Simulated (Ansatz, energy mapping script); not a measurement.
# Predicting a coupling of MnS in the zinc-blende structure from a short series in U

The largest fitted coupling of MnS in the zinc-blende structure was obtained at several values of U. Fit a simple law to all rows but one, and predict the row left out.

Method: LDA+U; plane waves, U on orthogonalised atomic orbitals unless named otherwise, collinear spin, no spin–orbit coupling, in Ansatz 0.2.0.

## 1. The starting structure

It takes space group F-43m (No. 216, cubic). Conventional cell: a = 5.674 Å, b = 5.674 Å, c = 5.674 Å, α = 90.00°, β = 90.00°, γ = 90.00°. Nearest to Mn lie 4 S at 2.46 Å. S has 4 Mn at 2.46 Å nearest. zincblende prototype, lattice guessed from radii. Farther neighbours and most contacts between anions are not listed.

This cell was built for the study (zincblende prototype, lattice guessed from radii), not taken from an experiment; the compound need not form in this structure.

The cell was relaxed beforehand in Ansatz under PBEsol with U = 4 eV on Mn d, ortho-atomic projectors, from parallel moments.

## 2. One run of the series

input.yaml

```yaml
crystal:
  lattice:
    - [0.0, -2.836777444, -2.836777444]
    - [0.0, 2.836777444, -2.836777444]
    - [5.673554888, 0.0, 0.0]
  atoms:
    - { symbol: Mn, position: [0.5, 0.5, 0.5], spin: 4.5 }
    - { symbol: Mn, position: [0.0, 0.0, 0.0], spin: -4.5 }
    - { symbol: S, position: [0.0, 0.5, 0.75] }
    - { symbol: S, position: [0.5, 0.0, 0.25] }
magnetization:
  spin_polarized: true
kpoints:
  mp_grid: { grid: [7, 7, 5] }
hamiltonian:
  xc: lda
  hubbard:
    sites:
      - { species: Mn, l: d, u_eff: 1.32 }
      - { site: 0, l: d, u_eff: 1.32, starting_ns: [{ spin: up, occupation_matrix: mn1_major }, { spin: down, occupation_matrix: mn1_minor }] }
      - { site: 1, l: d, u_eff: 1.32, starting_ns: [{ spin: up, occupation_matrix: mn1_minor }, { spin: down, occupation_matrix: mn1_major }] }
    projectors: ortho-atomic
    occupation_matrices:
      mn1_major:
        matrix:
          - [0.995, 0.0, 0.0, 0.0, 0.0]
          - [0.0, 0.991, 0.0, 0.0, 0.0]
          - [0.0, 0.0, 0.991, 0.0, 0.0]
          - [0.0, 0.0, 0.0, 0.995, 0.0]
          - [0.0, 0.0, 0.0, 0.0, 0.991]
      mn1_minor:
        matrix:
          - [0.036, 0.0, 0.0, 0.0, 0.0]
          - [0.0, 0.104, 0.0, 0.0, 0.0]
          - [0.0, 0.0, 0.104, 0.0, 0.0]
          - [0.0, 0.0, 0.0, 0.036, 0.0]
          - [0.0, 0.0, 0.0, 0.0, 0.104]
scf:
  occupations: { method: fermi_dirac, width: 0.05 }
output:
  eigenvalues: true
```

Launch:

```
$ ansatz run input.yaml --threads 4 --pin off --max-ram 8192MiB --backend cpu --events-out ev --progress --plain --runs-dir out
```

Numbers of over 12 decimals in the logs are rounded to 6 here.

Log:

```text
Engine: ansatz 0.2.0, aarch64-unknown-linux-gnu
Pseudopotentials: kind: paw
Pseudopotential: Mn, paw, valence charge 15, recommended cutoff 420 eV (normal), Mn.paw.azcp
Pseudopotential: S, paw, valence charge 6, recommended cutoff 420 eV (normal), S.paw.azcp
Functional definition: SPW92
  exchange = slater_x
  correlation = pw_c
Crystal: 4 atoms, lattice volume = 91.314 Å³
Basis set: ecut = 420 eV, 1787 PW (Γ)
[...]
k-point 0 ↑: bands = [... 17 lower, 3.4300, 4.9814, 5.4946, 5.4946, 7.6187, 7.9066, 8.0290, 8.4118, ... 6 higher]
  k-point 1 ↑: bands = [... 17 lower, 3.4434, 4.8749, 5.5277, 5.5277, 7.7999, 7.9768, 8.0269, 8.8050, ... 6 higher]
  k-point 2 ↑: bands = [... 17 lower, 3.4640, 4.7611, 5.5849, 5.5849, 7.8868, 8.0236, 8.3920, 8.8781, ... 6 higher]
  k-point 29 ↓: bands = [... 17 lower, 3.5170, 3.8442, 4.0732, 4.2919, 7.6220, 7.6363, 8.1307, 8.1639, ... 6 higher]
Occupation matrices written to <dir>
[key lines of the parts left out:]
SCF converged after 12 iterations
Magnetization: 0.0000 μB (21.0000 up, 21.0000 down)
Free energy (F): -9421.661145 eV
Fermi energy:    6.518454 eV
```

Wall time 5.3 s (4 threads of Arm Neoverse V2, shared host); peak memory 0.43 GiB; 20 s of CPU time.

At each step 4 orders with opposed moments are measured from the parallel order and fitted to E = −Σ J e·e over ordered pairs of unit vectors. The series follows the Mn–Mn pairs, 4.01 Å apart in the run shown.

## 3. The series

| U (eV) | J (meV) | largest moment (μB) |
| --- | --- | --- |
| 1.32 | -12 | 4.26 |
| 2.64 | -8.15 | 4.31 |
| 4.4 | -4.91 | 4.37 |
| 5.6 | ? | ? |
| 8 | -1.6 | 4.46 |

Wanted: J at U = 5.6.

## 4. The fit

The simplest form of superexchange, t²/(U + Δ), with Δ an offset, makes 1/|J| a straight line in U. Fitted as straight lines, ln|J| holds these rows better than 1/|J|, so take it as an empirical form: ln|J| = a + b U.

| x | y | x − x̄ | y − ȳ | fit |
| --- | --- | --- | --- | --- |
| 1.32 | 2.485 | -2.77 | 0.824 | 2.497 |
| 2.64 | 2.098 | -1.45 | 0.437 | 2.099 |
| 4.4 | 1.591 | 0.310 | -0.0698 | 1.567 |
| 8 | 0.4700 | 3.91 | -1.19 | 0.4808 |

With x̄ = 4.09 and ȳ = 1.661, least squares gives b = Σ(x − x̄)(y − ȳ)/Σ(x − x̄)² = -0.3018 and a = ȳ − b x̄ = 2.896. At x = 5.6 the line gives y = 1.205, so J = -3.34 meV.

## 5. Summary of results

```
J predicted by the fit : -3.34 meV
J of the withheld step : -3.44 meV
```

**Reading.** The fit predicts -3.34 meV and the withheld step gave -3.44 meV, a miss of 0.10 meV. The line holds the rows used within 2 % of the largest J. J shrinks by a factor of 1.35 for each eV of U on average over this range. The series was picked because its coupling changes steadily. The cell was built from a prototype and relaxed; a distortion that needs a larger cell, or another structure that the compound may prefer, is not captured.

[Logs and program files are shortened in this print: banners, set-up blocks, solver, clock and traceback lines can be left out without a mark of their own.]

[Logs are printed without paths, hosts, clocks, repeated set-up lines and the standing remarks that a program may print on its own settings, such as how far it seeks lower states.]

[Hosts, paths, dates, database ids (printed as entryN), source tags and the programs' standing remarks are cut or masked in the printed files.]

[Where a cell is said to come from a database of computed structures, the database is the Materials Project.]
